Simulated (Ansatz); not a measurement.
# Bands, cutoff and cost in G0W0 for LiGeN (P6_3mc)

How do accuracy and time trade against each other in G0W0 on LiGeN (P6_3mc)?

Calculated with Ansatz 0.2.0; G0W0 on PBE, plane waves, PAW; PAW set soft_1.

## Step 1: Starting point

It takes space group P6_3mc (No. 186, hexagonal). The conventional cell has a = 3.012 Å, b = 3.012 Å, c = 9.419 Å, α = 90.00°, β = 90.00°, γ = 120.00°. Nearest to Li lie 3 N at 2.18 Å. Nearest to Ge lie 3 N at 2.00 Å. Nearest to N lie 3 Ge at 2.00 Å and 3 Li at 2.18 Å. Farther neighbours and most contacts between anions are not listed.

The cell and positions are those that the Materials Project relaxed with its own functionals (PBE, PBE+U or r2SCAN), kept fixed.

## Step 2: 96 empty bands, screening to 69 eV

G0W0 replaces the xc potential by the self-energy, built once from these orbitals. Only a window of levels is corrected, while the sums run over the empty bands that the input names. This step takes PAW set soft_1 files.

input.yaml

```yaml
crystal:
  lattice:
    - [3.0124085355, 0.0, 0.0]
    - [-1.5062042677, 2.6088223183, 0.0]
    - [0.0, 0.0, 9.419459]
  atoms:
    - { symbol: Li, position: [0.66666667, 0.33333333, 0.743392] }
    - { symbol: Li, position: [0.33333333, 0.66666667, 0.243392] }
    - { symbol: Ge, position: [0.0, 0.0, 0.498023] }
    - { symbol: Ge, position: [0.0, 0.0, 0.998023] }
    - { symbol: "N", position: [0.33333333, 0.66666667, 0.603223] }
    - { symbol: "N", position: [0.66666667, 0.33333333, 0.103223] }
kpoints:
  mp_grid: { grid: [6, 6, 2] }
hamiltonian:
  xc: pbe
  pseudopotentials: { kind: paw, azcp: { folder: soft_1 } }
scf:
  occupations: { method: fixed }
gw:
  n_empty_bands: 96
  ecut_chi: 69
  qp_bands: [v2, c2]
  qp_kpoints: band_edges
  screening: { model: contour_deformation }
```

Command:

```console
$ ansatz run input.yaml --threads 3 --pin off --max-ram 92160MiB --backend cuda --events-out ev --progress --plain --runs-dir out --devices 1 --max-vram 13GiB
```

Numbers of over 12 decimals in the logs are rounded to 6 here.

Output:

```text
GPUs: using 1 of 1 available (devices: 1).
Engine: ansatz 0.2.0, x86_64-unknown-linux-gnu
Pseudopotentials: kind: paw
Pseudopotential: Li, paw, valence charge 3, recommended cutoff 420 eV (normal), soft_1/Li.paw.azcp
Pseudopotential: Ge, paw, valence charge 14, recommended cutoff 420 eV (normal), soft_1/Ge.paw.azcp
Pseudopotential: N, paw, valence charge 5, recommended cutoff 420 eV (normal), soft_1/N.paw.azcp
Functional definition: PBE
  parameter kappa = 0.804
  parameter beta = 0.066725
  exchange = pbe_x(kappa = kappa, mu = beta*pi^2/3)
  correlation = pbe_c(beta = beta)
device memory: the entry about to start is reckoned to put 0.8 GiB on a device that reports 36.0 GiB free (of which the cap on the GPU budget leaves the run 13.0 GiB)
GPU FFT provider: cuFFT
GPU libraries: cuBLAS 13.8.2, cuFFT 12.4.0, cuSOLVER 12.3.4
Crystal: 6 atoms, lattice volume = 74.026 Å³
Basis set: ecut = 420 eV, 1399 PW (Γ)
Bands: 28, of which v1, the nominal top of the filled ones, is band 22 counted from 1 (21 counted from 0)
Symmetry: 12 space group operations
Space group: P63mc (ITA 186), of the structure as read, at distance tolerance 4.2e-5 Å
k-points: 14 of 72
Non-local potential: Li, projectors of the file, l = 0: 3, l = 1: 2, l = 2: 1
Non-local potential: Ge, projectors of the file, l = 0: 2, l = 1: 2, l = 2: 3, l = 3: 1
Non-local potential: N, projectors of the file, l = 0: 2, l = 1: 2, l = 2: 1
PAW form: soft (Blöchl's): semilocal exchange-correlation on the pseudo side does not see the compensation charge
PAW one-centre angular grid: Li, 110 points (default); XC on 96 Gauss nodes
PAW one-centre angular grid: Ge, 590 points (default); XC on 64 Gauss nodes
PAW one-centre angular grid: N, 110 points (default); XC on 64 Gauss nodes
Initial density: superposition of atomic densities (chi_scale 0.1, normalization cell, long waves kept (reshape's long-wave potential 0.12 eV rms))
Initial wavefunctions: pseudopotential atomic-orbital guess
GPU buffer pool allocated for 36864 grid points (all kernels)
GPU transforms: local potential and band sums: pruned to the plane-wave sphere, on 24×24×64
Functional: x = pbe(κ = 0.804, μ = 0.219515), c = pbe(β = 0.066725)
SCF iter   1: F=—  HF=-9769.977535 eV  |F-HF|=—  |Δ(HF+E_count)|=         —  Δρ=6.83e-2  dr2=3.07e0  ethr=3.10e-3  ⟨swp⟩=4.0  Hψ=1438  notcnv=0  defer=33
preconditioner: auto → Resta (q_TF=auto, 2.502 Å⁻¹)  ε∞=2.8  [insulator: Δε(μ)=1.650 eV  Ē_g=20.311 eV  n_scr=24 (ndim 8)  ℏωp=27.3 eV  f_vac=0.000  ε∞_Penn≈2.8]
SCF iter   2: F=—  HF=-9769.208222 eV  |F-HF|=—  |Δ(HF+E_count)|=   7.69e-1  Δρ=3.31e-2  dr2=5.44e-1  ethr=3.10e-3  ⟨swp⟩=2.0  Hψ=652  notcnv=0  defer=52
SCF iter   3: F=—  HF=-9769.110578 eV  |F-HF|=—  |Δ(HF+E_count)|=   9.76e-2  Δρ=1.42e-2  dr2=1.21e-1  ethr=1.24e-3  ⟨swp⟩=2.1  Hψ=482  notcnv=0  defer=55
SCF iter   4: F=—  HF=-9769.098555 eV  |F-HF|=—  |Δ(HF+E_count)|=   1.20e-2  Δρ=2.69e-3  dr2=4.21e-3  ethr=2.76e-4  ⟨swp⟩=2.9  Hψ=739  notcnv=0  defer=56
SCF iter   5: F=—  HF=-9769.100005 eV  |F-HF|=—  |Δ(HF+E_count)|=   1.45e-3  Δρ=1.05e-3  dr2=4.78e-4  ethr=9.58e-6  ⟨swp⟩=2.0  Hψ=672  notcnv=0  defer=56
SCF iter   6: F=—  HF=-9769.099685 eV  |F-HF|=—  |Δ(HF+E_count)|=   3.20e-4  Δρ=2.28e-4  dr2=2.36e-5  ethr=1.09e-6  ⟨swp⟩=2.0  Hψ=672  notcnv=0  defer=56
SCF iter   7: F=—  HF=-9769.099716 eV  |F-HF|=—  |Δ(HF+E_count)|=   3.14e-5  Δρ=5.86e-5  dr2=1.39e-6  ethr=5.37e-8  ⟨swp⟩=3.0  Hψ=650  notcnv=0  defer=28
SCF iter   8: F=-9769.099719 eV  HF=-9769.099719 eV  |F-HF|=4.58e-8  |Δ(HF+E_count)|=   2.17e-6  Δρ=7.52e-6  dr2=3.68e-8  ethr=2.27e-10  ⟨swp⟩=6.4  Hψ=1450  notcnv=0
SCF 1 converged in 8 iterations: F = -9769.099719 eV  dr2 = 3.68e-8
  greatest PAW one-centre occupation: 1.000 electrons in one spin orbital (limit 2), on the Li atom at site 1 (counted from 0), in its partial waves of l = 0
device memory: the entry about to start is reckoned to put 0.9 GiB on a device that reports 37.5 GiB free (of which the cap on the GPU budget leaves the run 13.0 GiB)
NSCF: frozen V_eff on 14 k-points, pencils in batches of 32, up to order 112
the band table was solved once the SCF had ended and its energy, with any forces and stress, was formed, with the checks that follow a solve (1654 applications of the Hamiltonian). They found nothing against the state; the energy, forces and stress were not computed again (output.eigenvalues in the input reference)
device memory: the entry about to start is reckoned to put 3.4 GiB on a device that reports 39.0 GiB free (of which the cap on the GPU budget leaves the run 13.0 GiB)
NSCF: frozen V_eff on 14 k-points
G₀W₀ screening: q 1/14
[... further progress lines ...]
SCF converged after 8 iterations
Free energy (F): -9769.099719 eV
Harris-Foulkes:  -9769.099719 eV  (|F-HF|=4.58e-8)
Internal energy: -9769.099719 eV  (E = F + TS)
E sigma→0 (E₀):  -9769.099719 eV
Fermi energy:    7.578000 eV
--- Per-component energies (eV) ---
  E_band       = -445.769552
  E_kinetic    = 474.852787
  E_local      = -5439.235389  (includes V_loc(G=0)·N_el)
  E_nonlocal   = 467.875296
  E_hartree    = 2507.323574
  E_xc         = -280.879534
  E_vxc        = -305.082537  (∫ρ·V_xc dr)
  E_paw        = -4331.039587  (= ΣΔE_a)
  E_vpaw       = -658.828167  (= ΣTr[D̂ρ^β])
  E_aug_tail   = 0.002326  (compensation charges beyond the density's cutoff)
  E_ewald      = -3167.999191
  E_smearing   = -0.000000  (= −TS)
  E_closure    = 0.000000  (closes the sum)
  Σ components = -9769.099719   (vs F -9769.099719, Δ=0.00e0)
--- Band table (eV; the first three rows and the last of 14) ---
  k-point 0: bands = [... 18 lower, 6.4820, 6.4833, 6.4833, 7.3003, 10.1465, 11.1052, 14.7704, 15.1786, ... 2 higher]
  k-point 1: bands = [... 18 lower, 6.4827, 6.4827, 6.4827, 6.4827, 10.7690, 10.7690, 14.9735, 14.9735, ... 2 higher]
  k-point 2: bands = [... 18 lower, 5.5700, 6.0101, 6.0361, 7.5131, 11.2091, 12.3259, 13.5923, 13.8388, ... 2 higher]
  k-point 13: bands = [... 18 lower, 4.4853, 4.4853, 6.8044, 6.8044, 10.0211, 10.0211, 12.0109, 12.0109, ... 2 higher]
--- G₀W₀: contour deformation, 6 samples at zero and on the imaginary axis and 1 off it, 72 q-points, 96 empty bands' worth ---
  eigenvalues of the whole cell's RPA ε∞ on this k-mesh (on a slab, of 1 + 4πα/V) = 5.8090, 8.7193, 8.7193; static W/v taken at q = 0 is 0.127223
  bands read: the sum over 118 bands ends inside a degenerate multiplet in 2 slots, whose members it reads at an even weight; the widest, k=0: bands 118 to 119 (counted from 1) at 1/2 each
  gw.qp_kpoints: band_edges: 12 of 14 stored k-points solved, in 1 pass; an edge of the gap read off the rows below is read off those points alone
    valence top: of the k-points left out ik 5 came nearest to being solved in a further pass, in band 21 (counted from 1, as in the quasiparticle table): it holds the edge there only if its correction is more favourable than any solved in that band by at least 0.559 eV; those differ by 0.463 eV
    conduction bottom: of the k-points left out ik 11 came nearest to being solved in a further pass, in band 24 (counted from 1, as in the quasiparticle table): it holds the edge there only if its correction is more favourable than any solved in that band by at least 1.204 eV; those differ by 0.561 eV
    ik  band        ε_KS         Σx   Σc(E_QP)       V_xc       Z   E_QP_lin       E_QP  E_QP is
     0    21      6.4833   -21.5983     3.3091   -18.3506  0.7417     6.5447     6.5448  root
     0    22      7.3003   -18.4841     2.7333   -15.6312  0.7391     7.1804     7.1807  root
     0    23     10.1465    -9.7921    -3.8324   -14.2555  0.7843    10.7829    10.7775  root
     0    24     11.1052   -10.2162    -4.2565   -15.3413  0.7763    11.9867    11.9737  root
     1    21      6.4827   -21.5990     3.3086   -18.3522  0.7417     6.5444     6.5445  root
     1    22      6.4827   -21.5990     3.3086   -18.3522  0.7417     6.5444     6.5445  root
     1    23     10.7690   -10.3579    -4.0355   -15.1913  0.7770    11.5771    11.5669  root
     1    24     10.7690   -10.3579    -4.0355   -15.1913  0.7770    11.5771    11.5669  root
     2    21      6.0361   -21.3489     3.3904   -17.9581  0.7386     6.0358     6.0358  root
     2    22      7.5131   -18.3964     2.6352   -15.6437  0.7432     7.3954     7.3957  root
     2    23     11.2091    -9.3902    -4.0004   -14.0854  0.7728    11.9120    11.9039  root
     2    24     12.3259   -10.4621    -4.4710   -15.9093  0.7582    13.3245    13.3022  root
     3    21      6.4928   -17.2444     2.8435   -14.1088  0.7311     6.1979     6.2007  root
     3    22      6.4928   -17.2444     2.8435   -14.1088  0.7311     6.1979     6.2007  root
     3    23     11.8764   -10.2546    -4.2210   -15.3438  0.7624    12.7597    12.7445  root
     3    24     11.8764   -10.2546    -4.2210   -15.3438  0.7624    12.7597    12.7445  root
     4    21      6.1865   -16.1493     2.6367   -13.1479  0.7281     5.8207     5.8217  root
     4    22      7.4243   -18.1010     2.4154   -15.5358  0.7480     7.2740     7.2744  root
     4    23     10.3195    -9.1507    -3.7889   -13.4878  0.7767    10.8720    10.8677  root
     4    24     10.6488    -8.8063    -3.8862   -13.2203  0.7722    11.1820    11.1766  root
     6    21      6.4460   -16.2095     2.1369   -13.7609  0.7449     6.1315     6.1343  root
     6    22      6.5917   -16.2303     2.0243   -13.8727  0.7494     6.2560     6.2585  root
     6    23      9.0450    -9.6344    -2.9961   -13.0433  0.7775     9.4595     9.4577  root
     6    24      9.7513    -9.3231    -3.3741   -13.1631  0.7731    10.2202    10.2172  root
[...]
12    21      6.3041   -15.4637     1.9966   -13.0663  0.7463     5.8999     5.9034  root
    12    22      7.4283   -16.7030     1.6213   -14.8403  0.7634     7.1862     7.1870  root
    12    23     10.0510    -8.6119    -3.4488   -12.4876  0.7728    10.4807    10.4779  root
    12    24     10.0510    -8.6119    -3.4488   -12.4876  0.7728    10.4807    10.4779  root
    13    21      6.8044   -15.8717     1.7901   -13.7431  0.7572     6.4638     6.4659  root
    13    22      6.8044   -15.8717     1.7901   -13.7431  0.7572     6.4638     6.4659  root
    13    23     10.0211    -8.6289    -3.4354   -12.4793  0.7733    10.4387    10.4361  root
    13    24     10.0211    -8.6289    -3.4354   -12.4793  0.7733    10.4387    10.4361  root
```

Wall time 12 s (1 × NVIDIA H100 80GB HBM3 (shared by 6 runs) with 3 threads of AMD EPYC 7R13 (Zen 3), shared host); peak memory 1.1 GiB.

This step gave:

| Property | Result |
| --- | --- |
| bands summed | 118 |
| RPA ε∞ on this mesh (eigenvalues) | 5.809, 8.719, 8.719 |
| plane waves in the screening matrix | 97 |
| q-points in the mesh | 72 |
| G0W0 gap on the mesh | 1.996 eV |
| k of the valence top | 0.1667, 0.1667, 0 |
| k of the conduction bottom | 0, -0.5, 0 |
| starting gap on the mesh | 1.467 eV |
| Z at the valence top | 0.7468 |
| Z at the conduction bottom | 0.7775 |
| least direct G0W0 gap on the computed points | 3.199 eV |

The gap on the mesh goes from 1.47 eV to 2.00 eV, a correction of +0.53 eV. Between the two edge states, bare exchange in place of the xc potential would open the gap by 6.01 eV, and correlation takes back 5.48 eV.

## Step 3: 272 empty bands, screening to 138 eV

Bands and screening cutoff are moved together, since each hides the error of the other.

Changes to input.yaml since step 2:

```diff
@@ -20,4 +20,4 @@
 gw:
-  n_empty_bands: 96
-  ecut_chi: 69
+  n_empty_bands: 272
+  ecut_chi: 138
   qp_bands: [v2, c2]
```

Output:

```text
GPUs: using 1 of 1 available (devices: 1).
[...]
GPU FFT provider: cuFFT
GPU libraries: cuBLAS 13.8.2, cuFFT 12.4.0, cuSOLVER 12.3.4
Crystal: 6 atoms, lattice volume = 74.026 Å³
Basis set: ecut = 420 eV, 1399 PW (Γ)
Bands: 28, of which v1, the nominal top of the filled ones, is band 22 counted from 1 (21 counted from 0)
Symmetry: 12 space group operations
[...]
k-points: 14 of 72
[...]
GPU buffer pool allocated for 36864 grid points (all kernels)
[...]
SCF iter   1: F=—  HF=-9769.977535 eV  |F-HF|=—  |Δ(HF+E_count)|=         —  Δρ=6.83e-2  dr2=3.07e0  ethr=3.10e-3  ⟨swp⟩=4.0  Hψ=1438  notcnv=0  defer=33
[...]
SCF iter   8: F=-9769.099719 eV  HF=-9769.099719 eV  |F-HF|=4.58e-8  |Δ(HF+E_count)|=   2.17e-6  Δρ=7.52e-6  dr2=3.68e-8  ethr=2.27e-10  ⟨swp⟩=6.4  Hψ=1450  notcnv=0
SCF 1 converged in 8 iterations: F = -9769.099719 eV  dr2 = 3.68e-8
[...]
NSCF: frozen V_eff on 14 k-points, pencils in batches of 32, up to order 112
[...]
NSCF: frozen V_eff on 14 k-points
G₀W₀ screening: q 1/14
[... further progress lines ...]
SCF converged after 8 iterations
Free energy (F): -9769.099719 eV
[...]
Internal energy: -9769.099719 eV  (E = F + TS)
E sigma→0 (E₀):  -9769.099719 eV
Fermi energy:    7.578000 eV
[...]
--- Band table (eV; the first three rows and the last of 14) ---
  k-point 0: bands = [... 18 lower, 6.4820, 6.4833, 6.4833, 7.3003, 10.1465, 11.1052, 14.7704, 15.1786, ... 2 higher]
  k-point 1: bands = [... 18 lower, 6.4827, 6.4827, 6.4827, 6.4827, 10.7690, 10.7690, 14.9735, 14.9735, ... 2 higher]
  k-point 2: bands = [... 18 lower, 5.5700, 6.0101, 6.0361, 7.5131, 11.2091, 12.3259, 13.5923, 13.8388, ... 2 higher]
  k-point 13: bands = [... 18 lower, 4.4853, 4.4853, 6.8044, 6.8044, 10.0211, 10.0211, 12.0109, 12.0109, ... 2 higher]
[...]
0    21      6.4833   -21.5983     2.8843   -18.3506  0.7363     6.1176     6.1199  root
     0    22      7.3003   -18.4841     2.3932   -15.6312  0.7340     6.8364     6.8406  root
     0    23     10.1465    -9.7921    -4.0783   -14.2555  0.7802    10.5335    10.5316  root
     0    24     11.1052   -10.2162    -4.5802   -15.3413  0.7710    11.6550    11.6501  root
     1    21      6.4827   -21.5990     2.8840   -18.3522  0.7363     6.1176     6.1198  root
     1    22      6.4827   -21.5990     2.8840   -18.3522  0.7363     6.1176     6.1198  root
     1    23     10.7690   -10.3579    -4.3402   -15.1913  0.7721    11.2658    11.2622  root
     1    24     10.7690   -10.3579    -4.3402   -15.1913  0.7721    11.2658    11.2622  root
[...]
13    21      6.8044   -15.8717     1.4814   -13.7431  0.7563     6.1488     6.1573  root
    13    22      6.8044   -15.8717     1.4814   -13.7431  0.7563     6.1488     6.1573  root
    13    23     10.0211    -8.6289    -3.6424   -12.4793  0.7720    10.2296    10.2290  root
    13    24     10.0211    -8.6289    -3.6424   -12.4793  0.7720    10.2296    10.2290  root
```

The job ended after 17 s (1 × NVIDIA H100 80GB HBM3 (shared by 6 runs) with 3 threads; peak memory 1.3 GiB; 25 s of CPU time).

This step gave:

| Item | Value |
| --- | --- |
| bands summed | 294 |
| RPA ε∞ on this mesh (eigenvalues) | 5.782, 8.546, 8.546 |
| plane waves in the screening matrix | 265 |
| q-points in the mesh | 72 |
| G0W0 gap on the mesh | 2.125 eV |
| k of the valence top | 0.1667, 0.1667, 0 |
| k of the conduction bottom | 0, -0.5, 0 |
| starting gap on the mesh | 1.467 eV |
| Z at the valence top | 0.7425 |
| Z at the conduction bottom | 0.7749 |
| least direct G0W0 gap on the computed points | 3.271 eV |

Against the run with 6×6×2 mesh, 96 empty bands, screening to 69 eV, PAW set soft_1 files, the gap moves by +0.13 eV.

## Step 4: 586 empty bands, screening to 230 eV

Changes to input.yaml since step 3:

```diff
@@ -20,4 +20,4 @@
 gw:
-  n_empty_bands: 272
-  ecut_chi: 138
+  n_empty_bands: 586
+  ecut_chi: 230.0
   qp_bands: [v2, c2]
```

Output:

```text
GPUs: using 1 of 1 available (devices: 1).
[...]
GPU FFT provider: cuFFT
GPU libraries: cuBLAS 13.8.2, cuFFT 12.4.0, cuSOLVER 12.3.4
Crystal: 6 atoms, lattice volume = 74.026 Å³
Basis set: ecut = 420 eV, 1399 PW (Γ)
Bands: 28, of which v1, the nominal top of the filled ones, is band 22 counted from 1 (21 counted from 0)
Symmetry: 12 space group operations
[...]
k-points: 14 of 72
[...]
1    24     10.7690   -10.3579    -4.5343   -15.1913  0.7706    11.0693    11.0681  root
[...]
13    21      6.8044   -15.8717     1.3287   -13.7431  0.7559     5.9909     6.0045  root
    13    22      6.8044   -15.8717     1.3287   -13.7431  0.7559     5.9909     6.0045  root
    13    23     10.0211    -8.6289    -3.7332   -12.4793  0.7715    10.1384    10.1382  root
    13    24     10.0211    -8.6289    -3.7332   -12.4793  0.7715    10.1384    10.1382  root
[key lines of the parts left out:]
SCF converged after 8 iterations
Free energy (F): -9769.099719 eV
Fermi energy:    7.578000 eV
```

Wall time 34 s (1 × NVIDIA H100 80GB HBM3 (shared by 6 runs) with 3 threads); peak memory 2 GiB; 59 s of CPU time.

This step gave:

| Item | Value |
| --- | --- |
| bands summed | 608 |
| RPA ε∞ on this mesh (eigenvalues) | 5.776, 8.505, 8.505 |
| plane waves in the screening matrix | 599 |
| G0W0 gap on the mesh | 2.185 eV |
| k of the valence top | 0.1667, 0.1667, 0 |
| k of the conduction bottom | 0, -0.5, 0 |
| starting gap on the mesh | 1.467 eV |
| least direct G0W0 gap on the computed points | 3.301 eV |

Against the run with 6×6×2 mesh, 272 empty bands, screening to 138 eV, PAW set soft_1 files, the gap moves by +0.06 eV.

(Continued in part 2 of 2.)

[Paths, hosts, dates, memory and timing lines, banners, echoed tables and standing remarks are left out of the program output.]

[Logs are printed without paths, hosts, clocks, repeated set-up lines and the standing remarks that a program may print on its own settings, such as how far it seeks lower states.]

[Runs of the session that timed out or met a known fault of the program may be left out.]

[Cells called generated may have been cut or substituted from an entry of the Crystallography Open Database or the Materials Project.]

[Hosts, paths, dates, database ids (printed as entryN), source tags and the programs' standing remarks are cut or masked in the printed files.]
